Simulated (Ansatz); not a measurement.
# Starting-point dependence of the GW gap of CuBiPbS3 (Aikinite)

How much of the starting functional survives in the G0W0 gap of CuBiPbS3 (Aikinite)?

Main program and level: Ansatz 0.2.0; G0W0 on several functionals, plane waves, PAW.

In doubt: one-shot GW on d or f shells is unsure, so the values of those runs are not to be relied on.

**1. Set-up**

Symmetry: Pnma, No. 62, orthorhombic system. Conventional cell: a = 11.638 Å, b = 4.039 Å, c = 11.319 Å, α = 90.00°, β = 90.00°, γ = 90.00°. Nearest to Cu lie 4 S at 2.31 to 2.40 Å. Bi has 6 S at 2.66 to 3.16 Å nearest. Nearest to Pb lie 7 S at 2.89 to 3.26 Å and 2 Cu at 3.29 Å. Nearest to S lie 2 Cu at 2.35 Å and 1 Bi at 2.66 Å and 2 Pb at 2.99 Å. S has 1 Cu at 2.31 Å and 3 Pb at 2.89 to 2.99 Å and 2 Bi at 2.95 Å nearest. Nearest to S lie 1 Cu at 2.40 Å and 3 Bi at 2.76 to 3.16 Å and 2 Pb at 3.26 Å. Farther neighbours and most contacts between anions are not listed.

The cell and positions come from the Crystallography Open Database and are kept as given unless a step says otherwise. Spin-orbit coupling is left out unless a step names it. The default PAW set here is soft_2. Its files were made with PBE.

**2. G0W0 on LDA**

Now the one-shot GW correction: screening in the RPA, then the self-energy of the levels asked for.

This step: G0W0 on LDA, plane waves, PAW.

File input.yaml:

```yaml
crystal:
  lattice:
    - [11.638, 0.0, 0.0]
    - [0.0, 4.039, 0.0]
    - [0.0, 0.0, 11.319]
  atoms:
    - { symbol: Cu, position: [0.2338, 0.25, 0.2085] }
    - { symbol: Cu, position: [0.2662, 0.75, 0.7085] }
    - { symbol: Cu, position: [0.7338, 0.25, 0.2915] }
    - { symbol: Cu, position: [0.7662, 0.75, 0.7915] }
    - { symbol: Bi, position: [0.0189, 0.25, 0.6827] }
    - { symbol: Bi, position: [0.4811, 0.75, 0.1827] }
    - { symbol: Bi, position: [0.5189, 0.25, 0.8173] }
    - { symbol: Bi, position: [0.9811, 0.75, 0.3173] }
    - { symbol: Pb, position: [0.8329, 0.25, 0.0105] }
    - { symbol: Pb, position: [0.6671, 0.75, 0.5105] }
    - { symbol: Pb, position: [0.3329, 0.25, 0.4895] }
    - { symbol: Pb, position: [0.1671, 0.75, 0.9895] }
    - { symbol: S, position: [0.716, 0.25, 0.6986] }
    - { symbol: S, position: [0.784, 0.75, 0.1986] }
    - { symbol: S, position: [0.216, 0.25, 0.8014] }
    - { symbol: S, position: [0.284, 0.75, 0.3014] }
    - { symbol: S, position: [0.0467, 0.25, 0.14] }
    - { symbol: S, position: [0.4533, 0.75, 0.64] }
    - { symbol: S, position: [0.5467, 0.25, 0.36] }
    - { symbol: S, position: [0.9533, 0.75, 0.86] }
    - { symbol: S, position: [0.3775, 0.25, 0.0559] }
    - { symbol: S, position: [0.1225, 0.75, 0.5559] }
    - { symbol: S, position: [0.8775, 0.25, 0.4441] }
    - { symbol: S, position: [0.6225, 0.75, 0.9441] }
kpoints:
  mp_grid: { grid: [2, 4, 2] }
hamiltonian:
  xc: lda
scf:
  occupations: { method: fixed }
gw:
  n_empty_bands: 647
  ecut_chi: 66
  qp_bands: [v2, c2]
  qp_kpoints: band_edges
  screening: { model: contour_deformation }
```

On the command line:

```bash
$ ansatz run input.yaml --threads 32 --pin off --max-ram 129024MiB --backend cuda --events-out ev --progress --plain --runs-dir out --devices 1 --max-vram 157GiB  # rebuilt from the run's record
```

Numbers of over 12 decimals in the logs are rounded to 6 here.

What it wrote:

```text
GPUs: using 1 of 1 available (devices: 1).
Engine: ansatz 0.2.0, aarch64-unknown-linux-gnu
Pseudopotentials: kind: paw
Pseudopotential: Cu, paw, valence charge 19, recommended cutoff 420 eV (normal), Cu.paw.azcp
Pseudopotential: Bi, paw, valence charge 15, recommended cutoff 420 eV (normal), Bi.paw.azcp
Pseudopotential: Pb, paw, valence charge 14, recommended cutoff 420 eV (normal), Pb.paw.azcp
Pseudopotential: S, paw, valence charge 6, recommended cutoff 420 eV (normal), S.paw.azcp
Functional definition: SPW92
  exchange = slater_x
  correlation = pw_c
device memory: the entry about to start is reckoned to put 16.3 GiB on a device that reports 182.5 GiB free (of which the cap on the GPU budget leaves the run 157.0 GiB)
GPU FFT provider: cuFFT
GPU libraries: cuBLAS 13.8.1, cuFFT 12.4.0, cuSOLVER 12.3.2
GPU matrix products: emulated (plane waves: as basis.precision tells), large ones in fixed point in workspaces of 1.00 GiB
Crystal: 24 atoms, lattice volume = 532.060 Å³
Basis set: ecut = 420 eV, 10407 PW (Γ)
Bands: 159, of which v1, the nominal top of the filled ones, is band 132 counted from 1 (131 counted from 0)
Symmetry: 8 space group operations
Space group: Pnma (ITA 62), of the structure as read, at distance tolerance 8.1e-5 Å
k-points: 12 of 16
Non-local potential: Cu, projectors of the file, l = 0: 3, l = 1: 2, l = 2: 3, l = 3: 1
Non-local potential: Bi, projectors of the file, l = 0: 2, l = 1: 2, l = 2: 2, l = 3: 2
Non-local potential: Pb, projectors of the file, l = 0: 2, l = 1: 2, l = 2: 2, l = 3: 2
Non-local potential: S, projectors of the file, l = 0: 2, l = 1: 2, l = 2: 2
PAW form: soft (Blöchl's): semilocal exchange-correlation on the pseudo side does not see the compensation charge
PAW frozen core: Cu, regenerated for the run's functional, and the local potential with it (the file was generated under x = pbe(κ = 0.804, μ = 0.219515), c = pbe(β = 0.066725))
PAW frozen core: Bi, regenerated for the run's functional, and the local potential with it (the file was generated under x = pbe(κ = 0.804, μ = 0.219515), c = pbe(β = 0.066725))
PAW frozen core: Pb, regenerated for the run's functional, and the local potential with it (the file was generated under x = pbe(κ = 0.804, μ = 0.219515), c = pbe(β = 0.066725))
PAW frozen core: S, regenerated for the run's functional, and the local potential with it (the file was generated under x = pbe(κ = 0.804, μ = 0.219515), c = pbe(β = 0.066725))
PAW one-centre angular grid: Cu, 590 points (default); XC on 64 Gauss nodes
PAW one-centre angular grid: Bi, 590 points (default); XC on 64 Gauss nodes
PAW one-centre angular grid: Pb, 590 points (default); XC on 64 Gauss nodes
PAW one-centre angular grid: S, 110 points (default); XC on 64 Gauss nodes
Initial density: superposition of atomic densities (neutral atoms: chi_scale 0, normalization atom), corrected by the library's trained network
Initial wavefunctions: pseudopotential atomic-orbital guess
GPU buffer pool allocated for 172800 grid points (all kernels)
GPU transforms: local potential and band sums: pruned to the plane-wave sphere, on 80×27×75
Functional: x = slater, c = lda
SCF iter   1: F=—  HF=-131419.219345 eV  |F-HF|=—  |Δ(HF+E_count)|=         —  Δρ=8.74e-3  dr2=3.69e-1  ethr=1.77e-3  ⟨swp⟩=4.9  Hψ=6121  notcnv=0  defer=277
preconditioner: auto → Resta (q_TF=auto, 2.428 Å⁻¹)  ε∞=4.5  [insulator: Δε(μ)=0.515 eV  Ē_g=13.130 eV  n_scr=134 (ndim 8)  ℏωp=24.5 eV  f_vac=0.016  ε∞_Penn≈4.5]
SCF iter   2: F=—  HF=-131419.168631 eV  |F-HF|=—  |Δ(HF+E_count)|=   5.07e-2  Δρ=7.02e-3  dr2=2.18e-1  ethr=1.40e-4  ⟨swp⟩=2.0  Hψ=3764  notcnv=0  defer=292
SCF iter   3: F=—  HF=-131419.136422 eV  |F-HF|=—  |Δ(HF+E_count)|=   3.22e-2  Δρ=4.88e-3  dr2=7.64e-2  ethr=8.25e-5  ⟨swp⟩=2.0  Hψ=3258  notcnv=0  defer=292
SCF iter   4: F=—  HF=-131419.122911 eV  |F-HF|=—  |Δ(HF+E_count)|=   1.35e-2  Δρ=2.23e-3  dr2=1.68e-2  ethr=2.89e-5  ⟨swp⟩=2.0  Hψ=2313  notcnv=0  defer=296
SCF iter   5: F=—  HF=-131419.119336 eV  |F-HF|=—  |Δ(HF+E_count)|=   3.57e-3  Δρ=5.79e-4  dr2=1.16e-3  ethr=6.37e-6  ⟨swp⟩=2.0  Hψ=2134  notcnv=0  defer=296
SCF iter   6: F=—  HF=-131419.119090 eV  |F-HF|=—  |Δ(HF+E_count)|=   2.46e-4  Δρ=5.43e-5  dr2=1.98e-5  ethr=4.39e-7  ⟨swp⟩=2.0  Hψ=2285  notcnv=0  defer=236
SCF iter   7: F=—  HF=-131419.119090 eV  |F-HF|=—  |Δ(HF+E_count)|=   4.92e-8  Δρ=2.80e-5  dr2=4.03e-6  ethr=7.51e-9  ⟨swp⟩=2.0  Hψ=2511  notcnv=0  defer=236
SCF iter   8: F=—  HF=-131419.119090 eV  |F-HF|=—  |Δ(HF+E_count)|=   1.33e-7  Δρ=4.31e-6  dr2=1.79e-7  ethr=1.53e-9  ⟨swp⟩=2.0  Hψ=2173  notcnv=0  defer=236
SCF iter   9: F=-131419.119090 eV  HF=-131419.119090 eV  |F-HF|=7.48e-8  |Δ(HF+E_count)|=   4.44e-8  Δρ=4.46e-6  dr2=9.41e-8  ethr=3.79e-11  ⟨swp⟩=11.5  Hψ=8638  notcnv=0
SCF 1 converged in 9 iterations: F = -131419.119090 eV  dr2 = 9.41e-8
  greatest PAW one-centre occupation: 1.000 electrons in one spin orbital (limit 2), on the Cu atom at site 2 (counted from 0), in its partial waves of l = 0
device memory: the entry about to start is reckoned to put 18.7 GiB (of the 20.1 GiB reckoned in all, the device holds 1.4 GiB already) on a device that reports 181.1 GiB free (of which the cap on the GPU budget leaves the run 155.6 GiB)
NSCF: frozen V_eff on 12 k-points
the band table was solved once the SCF had ended and its energy, with any forces and stress, was formed, with the checks that follow a solve (7182 applications of the Hamiltonian). They found nothing against the state; the energy, forces and stress were not computed again (output.eigenvalues in the input reference)
device memory: the entry about to start is reckoned to put 29.5 GiB on a device that reports 182.5 GiB free (of which the cap on the GPU budget leaves the run 157.0 GiB)
NSCF: frozen V_eff on 12 k-points
G₀W₀ screening: q 1/12
[... further progress lines ...]
SCF converged after 9 iterations
Free energy (F): -131419.119090 eV
Harris-Foulkes:  -131419.119090 eV  (|F-HF|=7.48e-8)
Internal energy: -131419.119090 eV  (E = F + TS)
E sigma→0 (E₀):  -131419.119090 eV
Fermi energy:    9.023047 eV
--- Per-component energies (eV) ---
  E_band       = -2491.971639
  E_kinetic    = 4841.527404
  E_local      = -36015.288328  (includes V_loc(G=0)·N_el)
  E_nonlocal   = 5641.625254
  E_hartree    = 15037.107886
  E_xc         = -2990.180059
  E_vxc        = -2626.855688  (∫ρ·V_xc dr)
  E_paw        = -95034.982638  (= ΣΔE_a)
  E_vpaw       = -4407.255516  (= ΣTr[D̂ρ^β])
  E_aug_tail   = -0.001071  (compensation charges beyond the density's cutoff)
  E_ewald      = -22902.234155
  E_core_change = 3.306617  (= ΣΔE_core)
  E_smearing   = -0.000000  (= −TS)
  E_closure    = -0.000000  (closes the sum)
  Σ components = -131419.119090   (vs F -131419.119090, Δ=0.00e0)
--- Band table (eV; the first three rows and the last of 12) ---
[... rows of the band table ...]
--- G₀W₀: contour deformation, 8 samples at zero and on the imaginary axis and 1 off it, 16 q-points, 647 empty bands' worth ---
  eigenvalues of the whole cell's RPA ε∞ on this k-mesh (on a slab, of 1 + 4πα/V) = 16.7106, 17.5683, 17.9580; static W/v taken at q = 0 is 0.057057
  bands read: the sum over 779 bands ends inside a degenerate multiplet in 10 slots, whose members it reads at an even weight; the widest, k=10: bands 777 to 780 (counted from 1) at 3/4 each
  gw.qp_kpoints: band_edges: 10 of 12 stored k-points solved, in 1 pass; an edge of the gap read off the rows below is read off those points alone
    valence top: of the k-points left out ik 10 came nearest to being solved in a further pass, in band 132 (counted from 1, as in the quasiparticle table): it holds the edge there only if its correction is more favourable than any solved in that band by at least 0.587 eV; those differ by 0.087 eV
    conduction bottom: of the k-points left out ik 4 came nearest to being solved in a further pass, in band 134 (counted from 1, as in the quasiparticle table): it holds the edge there only if its correction is more favourable than any solved in that band by at least 0.726 eV; those differ by 0.148 eV
    ik  band        ε_KS         Σx   Σc(E_QP)       V_xc       Z   E_QP_lin       E_QP  E_QP is
     0   131      8.8182   -27.2123     3.5915   -23.6583  0.7071     8.8556     8.8556  root
     0   132      8.8243   -27.9216     3.9055   -24.0261  0.7012     8.8343     8.8343  root
     0   133      9.8570   -10.3726    -3.1184   -14.0490  0.7718    10.4235    10.4150  root
     0   134      9.9571   -14.3186    -2.1766   -16.9366  0.7558    10.4023    10.3986  root
     1   131      9.0230   -28.0931     3.8325   -24.2777  0.7064     9.0401     9.0401  root
     1   132      9.0230   -28.0931     3.8325   -24.2777  0.7064     9.0401     9.0401  root
     1   133      9.7092   -10.6117    -2.8782   -13.9893  0.7707    10.2144    10.2086  root
     1   134      9.7092   -10.6117    -2.8782   -13.9893  0.7707    10.2144    10.2086  root
     2   131      8.4743   -28.9390     4.2989   -24.6316  0.6926     8.4658     8.4658  root
     2   132      8.5812   -30.8076     4.6696   -26.1075  0.6887     8.5507     8.5508  root
     2   133      9.6183   -10.2362    -2.9535   -13.6845  0.7732    10.1187    10.1132  root
     2   134     10.3284   -11.2369    -3.0743   -14.9010  0.7657    10.9291    10.9183  root
     3   131      8.6104   -27.7984     3.9641   -23.8513  0.7002     8.6273     8.6273  root
     3   132      8.6104   -27.7984     3.9641   -23.8513  0.7002     8.6273     8.6273  root
     3   133     10.2762   -11.0576    -3.0188   -14.6090  0.7646    10.8166    10.8088  root
     3   134     10.2762   -11.0576    -3.0188   -14.6090  0.7646    10.8166    10.8088  root
     5   131      8.3134   -28.2564     4.3107   -23.9200  0.6904     8.2876     8.2877  root
     5   132      8.3134   -28.2564     4.3107   -23.9200  0.6904     8.2876     8.2877  root
     5   133     10.0193   -10.7597    -3.0489   -14.3479  0.7697    10.5658    10.5585  root
     5   134     10.0193   -10.7597    -3.0489   -14.3479  0.7697    10.5658    10.5585  root
     6   131      8.8656   -27.0944     3.5741   -23.5646  0.7072     8.9099     8.9100  root
     6   132      8.8656   -27.0944     3.5741   -23.5646  0.7072     8.9099     8.9100  root
     6   133     10.0928   -12.2111    -2.7503   -15.4900  0.7634    10.6287    10.6214  root
     6   134     10.0928   -12.2111    -2.7503   -15.4900  0.7634    10.6287    10.6214  root
[...]
9   131      8.5636   -27.4989     3.9345   -23.5805  0.6996     8.5797     8.5797  root
     9   132      8.5636   -27.4989     3.9345   -23.5805  0.6996     8.5797     8.5797  root
     9   133     10.6168   -10.3565    -3.2172   -14.1252  0.7624    11.1777    11.1683  root
     9   134     10.6168   -10.3565    -3.2172   -14.1252  0.7624    11.1777    11.1683  root
    11   131      8.2481   -30.6413     4.8545   -25.7443  0.6797     8.2056     8.2057  root
    11   132      8.2481   -30.6413     4.8545   -25.7443  0.6797     8.2056     8.2057  root
    11   133     10.5297   -10.4361    -3.2172   -14.1856  0.7634    11.0702    11.0621  root
    11   134     10.5297   -10.4361    -3.2172   -14.1856  0.7634    11.0702    11.0621  root
```

Elapsed: 37 s, on 1 × NVIDIA GB200 with 32 threads of Arm Neoverse V2, shared host; peak memory 4.5 GiB.

This step gave:

```
bands summed                                 : 779
RPA ε∞ on this mesh (eigenvalues)            : 16.71, 17.57, 17.96
plane waves in the screening matrix          : 649
q-points in the mesh                         : 16
G0W0 gap on the mesh                         : 1.073 eV
k of the valence top                         : 0, 0, -0.5
k of the conduction bottom                   : 0, 0.25, 0
starting gap on the mesh                     : 0.5953 eV
Z at the valence top                         : 0.7064
Z at the conduction bottom                   : 0.7732
least direct G0W0 gap on the computed points : 1.168 eV
```

The gap on the mesh goes from 0.60 eV to 1.07 eV, a correction of +0.48 eV. Between the two edge states, bare exchange in place of the xc potential would open the gap by 7.26 eV, and correlation takes back 6.79 eV.

**3. G0W0 on r2SCAN**

The same correction from a different start measures what one shot leaves open.

This step: G0W0 on r2SCAN, plane waves, PAW.

input.yaml, as its differences from that of step 2:

```diff
@@ -33,3 +33,3 @@
 hamiltonian:
-  xc: lda
+  xc: r2scan
 scf:
```

What it wrote:

```text
GPUs: using 1 of 1 available (devices: 1).
[...]
Crystal: 24 atoms, lattice volume = 532.060 Å³
Basis set: ecut = 500 eV, 13537 PW (Γ), exchange–correlation on 360×120×360 points (64 copies of the dense FFT grid, shifted against one another)
Bands: 159, of which v1, the nominal top of the filled ones, is band 132 counted from 1 (131 counted from 0)
Symmetry: 8 space group operations
[...]
k-points: 12 of 16
[...]
SCF iter   1: F=—  HF=-134733.307823 eV  |F-HF|=—  |Δ(HF+E_count)|=         —  Δρ=1.97e-2  dr2=1.41e0  dr2_τ=6.61e-2  ethr=1.77e-3  ⟨swp⟩=5.0  Hψ=6147  notcnv=0  defer=280
[...]
SCF iter   7: F=—  HF=-134733.245553 eV  |F-HF|=—  |Δ(HF+E_count)|=   9.28e-6  Δρ=1.03e-4  dr2=4.39e-5  dr2_τ=1.91e-7  ethr=3.00e-8  ⟨swp⟩=2.3  Hψ=2442  notcnv=0  defer=241
[...]
SCF 1 converged in 9 iterations: F = -134733.245553 eV  dr2 = 7.56e-8
[...]
SCF converged after 9 iterations
[...]
band pass: the eigensolver left bands unlocked in 1 slot; of largest residual, k=4: 1 band unlocked, the lowest band 783 (counted from 1), max residual 9.21e-4 eV over all its bands; `*` marks the rows of those k-points, and any row can be off: every row's sums read bands of every k-point
[...]
0   131      9.0690   -29.9820     4.3943   -25.6010  0.7056     9.0823     9.0823  root
     0   132      9.1040   -29.0769     4.0462   -25.0327  0.7123     9.1060     9.1060  root
     0   133     10.4234   -13.6085    -2.2476   -16.0976  0.7707    10.6657    10.6650  root
     0   134     10.4355    -9.9469    -3.1347   -13.3074  0.7853    10.6620    10.6612  root
     1   131      9.2613   -29.9320     4.2730   -25.6832  0.7114     9.2854     9.2855  root
     1   132      9.2613   -29.9320     4.2730   -25.6832  0.7114     9.2854     9.2855  root
     1   133     10.2240   -10.1164    -2.9228   -13.2513  0.7850    10.4368    10.4362  root
     1   134     10.2240   -10.1164    -2.9228   -13.2513  0.7850    10.4368    10.4362  root
[...]
11   131      8.4939   -32.9650     5.3701   -27.5775  0.6815     8.4764     8.4764  root
    11   132      8.4939   -32.9650     5.3701   -27.5775  0.6815     8.4764     8.4764  root
    11   133     11.0509   -10.0947    -3.1574   -13.5108  0.7783    11.3107    11.3095  root
    11   134     11.0509   -10.0947    -3.1574   -13.5108  0.7783    11.3107    11.3095  root
```

It took 41 s on 1 × NVIDIA GB200 with 32 threads; peak memory 7.8 GiB; 2.1 min of CPU time.

This step gave:

- bands summed: 779
- RPA ε∞ on this mesh (eigenvalues): 12.09, 13.21, 13.52
- plane waves in the screening matrix: 649
- q-points in the mesh: 16
- G0W0 gap on the mesh: 1.046 eV
- k of the valence top: 0, 0, -0.5
- k of the conduction bottom: 0, 0.25, 0
- starting gap on the mesh: 0.8586 eV
- Z at the valence top: 0.7114
- Z at the conduction bottom: 0.7859
- least direct G0W0 gap on the computed points: 1.151 eV

Against the run with 2×4×2 mesh, 647 empty bands, screening to 66 eV on LDA, the gap moves by −0.03 eV, while the start moved by +0.26 eV.

(Continued in part 2 of 2.)

[Paths, hosts, dates, memory and timing lines, banners, echoed tables and standing remarks are left out of the program output.]

[Logs are printed without paths, hosts, clocks, repeated set-up lines and the standing remarks that a program may print on its own settings, such as how far it seeks lower states.]

[Runs of the session that timed out or met a known fault of the program may be left out.]

[Cells called generated may have been cut or substituted from an entry of the Crystallography Open Database or the Materials Project.]

[Hosts, paths, dates, database ids (printed as entryN), source tags and the programs' standing remarks are cut or masked in the printed files.]
